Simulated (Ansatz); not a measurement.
## From PBE to G0W0: SiO2 (P3_221)

Aim: the quasiparticle gap of SiO2 (P3_221), starting from PBE.

Main program and level: Ansatz 0.2.0; PBE, then G0W0 on it, plane waves, PAW.

**1. The starting structure**

Symmetry: P3_221, No. 154, trigonal system. The conventional cell has a = 4.916 Å, b = 4.916 Å, c = 5.408 Å, α = 90.00°, β = 90.00°, γ = 120.00°. Si has 4 O at 1.61 Å nearest. Nearest to O lie 2 Si at 1.61 Å. Farther neighbours and most contacts between anions are not listed.

The cell and positions come from the Crystallography Open Database and are kept as given unless a step says otherwise.

**2. The PBE band structure**

Levels along a band path and on the mesh show where this functional puts the band edges.

This step: DFT, PBE, plane waves, PAW; PAW set soft_1.

input.yaml

```yaml
crystal:
  lattice:
    - [4.91636, 0.0, 0.0]
    - [-2.45818, 4.2576926541, 0.0]
    - [0.0, 0.0, 5.4084]
  atoms:
    - { symbol: Si, position: [0.46973, 0.0, 0.6666666667] }
    - { symbol: Si, position: [0.0, 0.46973, 0.3333333333] }
    - { symbol: Si, position: [0.53027, 0.53027, 0.0] }
    - { symbol: O, position: [0.41354, 0.26758, 0.78558] }
    - { symbol: O, position: [0.73242, 0.14596, 0.4522466667] }
    - { symbol: O, position: [0.85404, 0.58646, 0.1189133333] }
    - { symbol: O, position: [0.26758, 0.41354, 0.21442] }
    - { symbol: O, position: [0.14596, 0.73242, 0.5477533333] }
    - { symbol: O, position: [0.58646, 0.85404, 0.8810866667] }
kpoints:
  mp_grid: { grid: [6, 6, 4] }
  band_path:
    path:
      - [[0.0, 0.0, 0.0], [0.5, 0.0, 0.0], [0.33333333, 0.33333333, 0.0], [0.0, 0.0, 0.0], [0.0, 0.0, 0.5], [0.5, 0.0, 0.5], [0.33333333, 0.33333333, 0.5], [0.0, 0.0, 0.5]]
      - [[0.5, 0.0, 0.5], [0.5, 0.0, 0.0]]
      - [[0.33333333, 0.33333333, 0.5], [0.33333333, 0.33333333, 0.0]]
    npoints: 10
hamiltonian:
  xc: pbe
  pseudopotentials: { kind: paw, azcp: { folder: soft_1 } }
scf:
  occupations: { method: fermi_dirac, width: 0.02 }
  n_extra_bands: 7
output:
  eigenvalues: true
  write_density: true
  write_potential: true
  elf: true
  volumetric_format: npy
```

Launch:

```sh
> ansatz run input.yaml --threads 3 --pin off --max-ram 92160MiB --backend cuda --events-out ev --progress --plain --runs-dir out --devices 1 --max-vram 13GiB
```

Numbers of over 12 decimals in the logs are rounded to 6 here.

Log:

```text
scf.n_extra_bands = 7 over 24 filled bands (N_el = 48.0): the run solves 31 bands
GPUs: using 1 of 1 available (devices: 1).
Engine: ansatz 0.2.0, x86_64-unknown-linux-gnu
Pseudopotentials: kind: paw
Pseudopotential: Si, paw, valence charge 4, recommended cutoff 420 eV (normal), soft_1/Si.paw.azcp
Pseudopotential: O, paw, valence charge 6, recommended cutoff 420 eV (normal), soft_1/O.paw.azcp
Functional definition: PBE
  parameter kappa = 0.804
  parameter beta = 0.066725
  exchange = pbe_x(kappa = kappa, mu = beta*pi^2/3)
  correlation = pbe_c(beta = beta)
device memory: the entry about to start is reckoned to put 1.6 GiB on a device that reports 59.6 GiB free (of which the cap on the GPU budget leaves the run 13.0 GiB)
GPU FFT provider: cuFFT
GPU libraries: cuBLAS 13.8.2, cuFFT 12.4.0, cuSOLVER 12.3.4
Crystal: 9 atoms, lattice volume = 113.211 Å³
Basis set: ecut = 420 eV, 2209 PW (Γ)
Bands: 31, of which v1, the nominal top of the filled ones, is band 24 counted from 1 (23 counted from 0)
Symmetry: 6 space group operations
Space group: P3221 (ITA 154), of the structure as read, at distance tolerance 4.8e-5 Å
k-points: 24 of 144 (time reversal used)
Non-local potential: Si, projectors of the file, l = 0: 2, l = 1: 2, l = 2: 1
Non-local potential: O, projectors of the file, l = 0: 2, l = 1: 2, l = 2: 1
PAW form: soft (Blöchl's): semilocal exchange-correlation on the pseudo side does not see the compensation charge
PAW one-centre angular grid: Si, 110 points (default); XC on 64 Gauss nodes
PAW one-centre angular grid: O, 110 points (default); XC on 64 Gauss nodes
Initial density: superposition of atomic densities (chi_scale 0.1, normalization cell, long waves kept (reshape's long-wave potential 0.01 eV rms))
Initial wavefunctions: pseudopotential atomic-orbital guess
GPU buffer pool allocated for 51840 grid points (all kernels)
GPU transforms: local potential and band sums: pruned to the plane-wave sphere, on 36×36×40
Functional: x = pbe(κ = 0.804, μ = 0.219515), c = pbe(β = 0.066725)
SCF iter   1: F=—  HF=-5327.299594 eV  |F-HF|=—  |Δ(HF+E_count)|=         —  Δρ=1.35e-1  dr2=1.83e1  ethr=3.10e-3  ⟨swp⟩=7.2  Hψ=3909  notcnv=0
preconditioner: auto → Resta (q_TF=auto, 2.365 Å⁻¹)  ε∞=2.8  [insulator: Δε(μ)=7.394 eV  Ē_g=17.815 eV  σ=0.020 eV  W_gap=1.00  n_scr=22 (ndim 8)  ℏωp=24.2 eV  f_vac=0.003  D(μ)=0.00/eV (n_scr^D=0)  ε∞_Penn≈2.8]
SCF iter   2: F=—  HF=-5322.197842 eV  |F-HF|=—  |Δ(HF+E_count)|=    5.10e0  Δρ=4.37e-2  dr2=9.54e-1  ethr=3.10e-3  ⟨swp⟩=4.5  Hψ=2136  notcnv=0  defer=24
SCF iter   3: F=—  HF=-5322.142531 eV  |F-HF|=—  |Δ(HF+E_count)|=   5.53e-2  Δρ=2.16e-2  dr2=2.90e-1  ethr=1.99e-3  ⟨swp⟩=2.0  Hψ=864  notcnv=0  defer=24
SCF iter   4: F=—  HF=-5322.162224 eV  |F-HF|=—  |Δ(HF+E_count)|=   1.97e-2  Δρ=1.69e-3  dr2=2.97e-3  ethr=6.05e-4  ⟨swp⟩=3.0  Hψ=1439  notcnv=0  defer=24
SCF iter   5: F=—  HF=-5322.166889 eV  |F-HF|=—  |Δ(HF+E_count)|=   4.66e-3  Δρ=4.81e-4  dr2=2.11e-4  ethr=6.19e-6  ⟨swp⟩=3.2  Hψ=1508  notcnv=0  defer=24
SCF iter   6: F=—  HF=-5322.166980 eV  |F-HF|=—  |Δ(HF+E_count)|=   9.11e-5  Δρ=5.84e-5  dr2=4.22e-6  ethr=4.39e-7  ⟨swp⟩=2.0  Hψ=1289  notcnv=0  defer=24
SCF iter   7: F=—  HF=-5322.167110 eV  |F-HF|=—  |Δ(HF+E_count)|=   1.30e-4  Δρ=1.54e-5  dr2=1.66e-7  ethr=8.79e-9  ⟨swp⟩=2.0  Hψ=1324  notcnv=0  defer=24
SCF iter   8: F=-5322.167110 eV  HF=-5322.167110 eV  |F-HF|=5.49e-9  |Δ(HF+E_count)|=   1.83e-7  Δρ=1.57e-6  dr2=2.72e-9  ethr=2.08e-10  ⟨swp⟩=12.2  Hψ=3150  notcnv=0
SCF 1 converged in 8 iterations: F = -5322.167110 eV  dr2 = 2.72e-9
  greatest PAW one-centre occupation: 0.861 electrons in one spin orbital (limit 2), on the O atom at site 8 (counted from 0), in its partial waves of l = 0
device memory: the entry about to start is reckoned to put 1.8 GiB on a device that reports 59.6 GiB free (of which the cap on the GPU budget leaves the run 13.0 GiB)
NSCF: frozen V_eff on 93 k-points
SCF converged after 8 iterations
Free energy (F): -5322.167110 eV
Harris-Foulkes:  -5322.167110 eV  (|F-HF|=5.49e-9)
Internal energy: -5322.167110 eV  (E = F + TS)
E sigma→0 (E₀):  -5322.167110 eV
Fermi energy:    5.521419 eV
--- Per-component energies (eV) ---
  E_band       = -206.884705
  E_kinetic    = 1169.978641
  E_local      = -2935.001265  (includes V_loc(G=0)·N_el)
  E_nonlocal   = 381.266176
  E_hartree    = 1074.941293
  E_xc         = -603.969384
  E_vxc        = -698.103961  (∫ρ·V_xc dr)
  E_paw        = -2519.089938  (= ΣΔE_a)
  E_vpaw       = -274.911288  (= ΣTr[D̂ρ^β])
  E_aug_tail   = 0.005008  (compensation charges beyond the density's cutoff)
  E_ewald      = -1890.297640
  E_smearing   = -0.000000  (= −TS)
  E_closure    = 0.000000  (closes the sum)
  Σ components = -5322.167110   (vs F -5322.167110, Δ=0.00e0)
--- Band table (eV; the first three rows and the last of 24) ---
  k-point 0: bands = [... 20 lower, 1.5021, 1.8187, 2.1901, 2.1901, 8.4978, 11.8261, 11.8261, 12.2813, ... 3 higher]
  k-point 1: bands = [... 20 lower, 1.4313, 1.9706, 2.2799, 2.4090, 9.0967, 11.6629, 11.7570, 11.7824, ... 3 higher]
  k-point 2: bands = [... 20 lower, 1.3000, 2.2895, 2.2895, 2.4143, 10.4511, 10.4511, 11.5718, 12.2626, ... 3 higher]
  k-point 23: bands = [... 20 lower, 1.5720, 1.7429, 1.9221, 1.9221, 11.5195, 12.3043, 12.3043, 12.6081, ... 3 higher]
```

It took 8.5 s on 1 × NVIDIA H100 80GB HBM3 (shared by 6 runs) with 3 threads of AMD EPYC 7R13 (Zen 3), shared host; peak memory 0.9 GiB; 5.8 s of CPU time.

Reading the cycles: dr2 is the Hartree energy of the density residual (eV), the measure of convergence; HF is the Harris–Foulkes estimate of the energy, which meets the free energy F at convergence.

This step gave:

| Item | Value |
| --- | --- |
| filled bands | 24 |
| gap | 5.993 eV |
| valence top at | K |
| conduction bottom at | Γ |
| least direct gap | 6.286 eV |

Over mesh and path the gap is 5.993 eV, from k = (0.333, 0.333, 0.000) to k = Γ. The least direct gap found is 6.286 eV, at k = (0.000, 0.000, 0.050).

Electronic bands along the path, in eV, zero at the top of the highest nominally filled band:

```csv
point,band 21,band 22,band 23,band 24,band 25,band 26,band 27,band 28
Γ,-1.00,-0.69,-0.31,-0.31,5.99,9.32,9.32,9.78
halfway,-1.00,-0.83,-0.24,-0.15,6.88,9.32,9.39,9.89
M,-1.03,-0.78,-0.27,-0.04,8.26,9.00,9.72,9.74
halfway,-1.09,-0.62,-0.31,-0.02,8.45,9.06,9.61,9.95
K,-1.22,-0.43,-0.43,0.00,8.92,8.92,9.42,10.38
halfway,-0.91,-0.87,-0.25,-0.11,7.13,9.32,9.47,9.94
Γ,-1.00,-0.69,-0.31,-0.31,5.99,9.32,9.32,9.78
halfway,-1.07,-0.53,-0.23,-0.10,6.59,9.16,9.25,9.28
A,-1.21,-0.22,-0.22,-0.09,7.95,7.95,9.07,9.76
halfway,-1.08,-0.45,-0.42,-0.15,8.34,8.48,9.39,9.74
L,-0.88,-0.84,-0.60,-0.19,8.92,9.40,9.68,9.84
halfway,-0.86,-0.83,-0.62,-0.33,8.95,9.57,9.77,9.88
H,-0.93,-0.76,-0.58,-0.58,9.01,9.80,9.80,10.10
halfway,-1.06,-0.54,-0.39,-0.22,8.46,8.63,9.44,9.91
A,-1.21,-0.22,-0.22,-0.09,7.95,7.95,9.07,9.76
jump to L,-0.88,-0.84,-0.60,-0.19,8.92,9.40,9.68,9.84
halfway,-0.96,-0.72,-0.44,-0.12,8.54,9.10,9.58,10.05
M,-1.03,-0.78,-0.27,-0.04,8.26,9.00,9.72,9.74
jump to H,-0.93,-0.76,-0.58,-0.58,9.01,9.80,9.80,10.10
halfway,-1.01,-0.55,-0.51,-0.20,8.93,9.24,9.61,10.23
K,-1.22,-0.43,-0.43,0.00,8.92,8.92,9.42,10.38
```

Electrostatic potential energy in the ac plane at fractional y = 0.000, with atoms of Si within 0.2 Å of it. With pseudopotentials it is smooth inside the atoms' cores, unlike the true potential.

Ten even steps from '0' (-28 eV) to '9' (11 eV), each cell a mean:
```
99999999878999
99998877637999
99997533558999
99985000168999
99983053058999
99984021068999
99986201368999
99998766547999
99999988757999
99999999989999
99999999999999
99999999999999
99999999999999
99999999999999
99999999999999
```
Columns run along a (4.9 Å; values clipped at the 3rd and 97th percentile), rows up along c (5.4 Å). Atoms in or near the plane, at fractional coordinates: Si at (0.47, 0.67).

ELF in the ac plane at fractional y = 0.000, with atoms of Si within 0.2 Å of it. It is the smooth field of the valence electrons, not physical close to the nuclei.

Ten even steps from '0' (0.00) to '9' (0.84), each cell a mean:
```
00011016999840
00133126999850
00244326999740
00123213675310
00012132221000
00012122443100
00234325888620
00244226999840
00122126999840
00000015899620
00000002565200
00000000010000
00000000000000
00000001232100
00000014787510
```
Columns run along a (4.9 Å), rows up along c (5.4 Å). Atoms in or near the plane, at fractional coordinates: Si at (0.47, 0.67).

(Continued in part 2 of 2.)

[Paths, hosts, dates, memory and timing lines, banners, echoed tables and standing remarks are left out of the program output.]

[Logs are printed without paths, hosts, clocks, repeated set-up lines and the standing remarks that a program may print on its own settings, such as how far it seeks lower states.]

[Runs of the session that timed out or met a known fault of the program may be left out.]

[Cells called generated may have been cut or substituted from an entry of the Crystallography Open Database or the Materials Project.]

[Hosts, paths, dates, database ids (printed as entryN), source tags and the programs' standing remarks are cut or masked in the printed files.]

[Where an RPA ε∞ is given, it is that of the G0W0 mesh and is not shown converged in it. Names of k-points follow the symmetry that the program found, which can be lower than the space group named. Band edges on a path are those of the sampled points; other points can move an edge, and change direct to indirect where valleys lie close.]

[Hybrid gaps are those of their k-mesh and are not shown converged in it.]
